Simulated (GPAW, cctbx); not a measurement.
# Ga2C: what bonding does to one electron reflection, worked out

Ga2C, I4/mcm (no. 140), a = 5.5196 Å, b = 5.5196 Å, c = 5.2914 Å, α = 90.00°, β = 90.00°, γ = 90.00°.

| atom | mult. | x | y | z |
| --- | --- | --- | --- | --- |
| Ga1 | 8 | 0.3295 | 0.1705 | 1/2 |
| C1 | 4 | 0 | 0 | 1/4 |

The cell comes from substitution in a known structure type and wasn't matched to any measured phase.

A DFT run (GPAW, PBE, 550 eV, 5×5×5 k-points, Fermi–Dirac width 0.05 eV) gives the static X-ray structure factor of 200 as 94.311 e for the conventional cell; superposed free atoms give 95.539 e. **Problem.** Find the Fourier component V of the crystal potential and the two-beam extinction distance at 200 kV in both cases.

**1. Geometry**

The cell volume is Ω = 161.21 Å³ and d(200) = 2.7598 Å, so g = 1/d = 0.3623 Å⁻¹.

**2. The nuclei**

Electrons feel nuclei as well as electrons, so the nuclear charges are summed with the same phases.

Phase sums Σ exp(2πi h·x), turned so that the total is real and positive: Ga +4.329, C -4.000. Then F_Z = 31 × (+4.329) + 6 × (-4.000) = 110.20 e. The electron term has the same sign for this reflection.

**3. Mott–Bethe**

Poisson's equation, term by term, gives V = (e/4πε₀)(F_Z − F)/(πΩg²), with e/4πε₀ = 14.3996 V Å.

The prefactor is 14.3996 × 2.7598²/(π × 161.21) = 0.21655 V per electron. Free atoms: (110.20 − 95.539) × 0.21655 = 3.174 V. Crystal: (110.20 − 94.311) × 0.21655 = 3.440 V. F changes by -1.29 % and V by +8.4 %: the same 1.23 e is measured against F_Z − F = 14.7 e in place of F = 95.5 e.

**4. Extinction distance**

In the two-beam case ξ = 1/(λU) with U = 2γm₀eV/h², that is ξ = 150.41 V Å²/(γλV).

At 200 kV, λ = 0.02508 Å and γ = 1.3914. Free atoms: ξ = 1358 Å. Crystal: ξ = 1253 Å. The thickness fringes go as sin²(πt/ξ), so the two patterns slip by a quarter of a period when t|1/ξ₁ − 1/ξ₀| = 1/4, at t ≈ 405 nm. Thermal motion, absorption and many-beam coupling, left out here, change a real pattern.

**5. Answer**

V(200) is 3.44 V against 3.17 V, and ξ is 1253 against 1358 Å. Limits: static atoms, two beams.
